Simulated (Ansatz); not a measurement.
# LaCuSeO (P4/nmm): spin-orbit coupling beyond the local functionals

How far does spin-orbit coupling move the gap of LaCuSeO (P4/nmm)?

Main program and level: Ansatz 0.2.0; density functionals with and without spin-orbit coupling, plane waves, PAW.

**The experiments to reproduce.**

- Gap 2.82 eV: experimental gap quoted from literature; bulk crystal (quoted in “Optimizing accuracy and efficacy in data-driven materials discovery for the solar production of hydrogen”, 2021, arxiv:2102.01154).

This is a report of a sequence of runs, with the program logs left out and the cost of each run kept.

**1. The system as given**

Symmetry: P4/nmm, No. 129, tetragonal system. The conventional cell has a = 4.067 Å, b = 4.067 Å, c = 8.797 Å, α = 90.00°, β = 90.00°, γ = 90.00°. Nearest to La lie 4 O at 2.38 Å and 4 Se at 3.33 Å. Nearest to Cu lie 4 Se at 2.52 Å. Nearest to Se lie 4 Cu at 2.52 Å and 4 La at 3.33 Å. O has 4 La at 2.38 Å nearest. Farther neighbours, and contacts between anions beyond the nearest, are not listed.

Structure file:

```cif
data_structure
_symmetry_space_group_name_H-M 'P4/nmm:1'
_symmetry_Int_Tables_number 129
_cell_length_a 4.0671
_cell_length_b 4.0671
_cell_length_c 8.7975
_cell_angle_alpha 90.000
_cell_angle_beta 90.000
_cell_angle_gamma 90.000
_cell_volume 145.52
loop_
_atom_site_label
_atom_site_type_symbol
_atom_site_symmetry_multiplicity
_atom_site_Wyckoff_symbol
_atom_site_fract_x
_atom_site_fract_y
_atom_site_fract_z
_atom_site_occupancy
La1 La 2 c 0.50000 0.00000 0.13980 1
Cu1 Cu 2 b 0.50000 0.50000 0.50000 1
Se1 Se 2 c 0.50000 0.00000 0.66980 1
O1 O 2 a 0.50000 0.50000 0.00000 1
```

The cell and positions come from the Crystallography Open Database and are kept as given unless a step says otherwise.

**2. HSE06, 4×4×2 mesh**

This step: DFT, HSE06, plane waves, PAW; PAW set soft_1.

input.yaml reads:

```yaml
crystal:
  lattice:
    - [4.06712, 0.0, 0.0]
    - [0.0, 4.06712, 0.0]
    - [0.0, 0.0, 8.7975]
  atoms:
    - { symbol: La, position: [0.5, 0.0, 0.1398] }
    - { symbol: La, position: [0.0, 0.5, 0.8602] }
    - { symbol: Cu, position: [0.5, 0.5, 0.5] }
    - { symbol: Cu, position: [0.0, 0.0, 0.5] }
    - { symbol: Se, position: [0.5, 0.0, 0.6698] }
    - { symbol: Se, position: [0.0, 0.5, 0.3302] }
    - { symbol: O, position: [0.5, 0.5, 0.0] }
    - { symbol: O, position: [0.0, 0.0, 0.0] }
kpoints:
  mp_grid: { grid: [4, 4, 2] }
  band_path:
    path:
      - [0.0, 0.0, 0.0]
      - [0.0, 0.5, 0.0]
      - [0.5, 0.5, 0.0]
      - [0.0, 0.0, 0.5]
      - [0.0, 0.5, 0.5]
      - [0.5, 0.5, 0.5]
    npoints: 1
hamiltonian:
  xc: hse06
  pseudopotentials: { kind: paw, azcp: { folder: soft_1 } }
scf:
  occupations: { method: fixed }
  n_extra_bands: 6
output:
  eigenvalues: true
```

Started as:

```bash
$ ansatz run input.yaml --threads 3 --pin off --max-ram 92160MiB --backend cuda --events-out ev --progress --plain --runs-dir out --devices 1 --max-vram 13GiB
```

Wall time 45 s (1 × NVIDIA H100 80GB HBM3 (shared by 6 runs) with 3 threads of AMD EPYC 7R13 (Zen 3), shared host); peak memory 1.4 GiB; 72 s of CPU time.

Read from the output:

```
gap                     : 2.735 eV
valence top at          : Γ
conduction bottom at    : Γ
least direct gap        : 2.735 eV
exact-exchange fraction : 0.25
```

The gap is direct, at Γ.

**3. HSE06+SOC, 4×4×2 mesh**

Spin-orbit coupling can split or shift the edges; a non-collinear run measures by how much.

This step: DFT, HSE06 with spin-orbit coupling, plane waves, PAW; PAW set soft_1.

Edit input.yaml of step 2 so:

```diff
@@ -27,6 +27,9 @@
   xc: hse06
-  pseudopotentials: { kind: paw, azcp: { folder: soft_1 } }
+  pseudopotentials: { kind: paw_fr, azcp: { folder: soft_1 } }
 scf:
   occupations: { method: fixed }
-  n_extra_bands: 6
+  n_extra_bands: 12
+magnetization:
+  noncollinear: true
+  spin_orbit: true
 output:
```

The job ended after 2.9 min (1 × NVIDIA H100 80GB HBM3 (shared by 6 runs) with 3 threads; peak memory 2.7 GiB; 6.5 min of CPU time).

This step gave:

```yaml
gap: 2.643 eV
valence_top_at: Γ
conduction_bottom_at: Γ
least_direct_gap: 2.643 eV
exact_exchange_fraction: 0.25
```

The gap stands −0.09 eV against HSE06.

**4. Together**

Times are wall times on 1 × NVIDIA H100 80GB HBM3 (shared by 6 runs) with 3 threads of AMD EPYC 7R13 (Zen 3), shared host, good to a factor of about two.

| level | gap (eV) | with coupling (eV) | change (eV) | time | with coupling |
| --- | --- | --- | --- | --- | --- |
| HSE06 | 2.73 | 2.64 | −0.09 | 45 s | 2.9 min |

**5. Results**

| Property | Result |
| --- | --- |
| HSE06 | 2.73 eV |
| HSE06+SOC | 2.64 eV |

What this shows: Spin-orbit coupling changes the gap by −0.09 eV and the least direct gap by −0.09 eV. Against experiment, by HSE06+SOC: the gap of 2.64 eV lies −0.18 eV from the measured 2.82 eV (kind not stated, quoted 2021). The lattice is static and excitons are left out. The runs have no spin polarisation. For a closed low-spin shell that is the natural state; where a d or f shell is open it is a constraint, and the gap is then not the crystal's own.

[Long decimals in the printed logs are rounded to 6 places.]

[Logs are printed without paths, hosts, clocks, repeated set-up lines and the standing remarks that a program may print on its own settings, such as how far it seeks lower states.]

[Paths, hosts, dates, memory and timing lines, banners, echoed tables and standing remarks are left out of the program output; an Ansatz launch command may be rebuilt from the run's recorded settings. Measured values are a selection of at most five: reports struck by readers or far from the other reports are left out. None is set beside runs whose start may be inverted or whose files or cutoffs have a known fault.]

[Runs of the session that timed out or met a known fault of the program may be left out.]

[Cells called generated may have been cut or substituted from an entry of the Crystallography Open Database or the Materials Project.]

[Hosts, paths, dates, database ids (printed as entryN), source tags and the programs' standing remarks are cut or masked in the printed files.]

[Where the starting crystal was built by hand or by swapping elements, it need not be the compound's stable phase.]
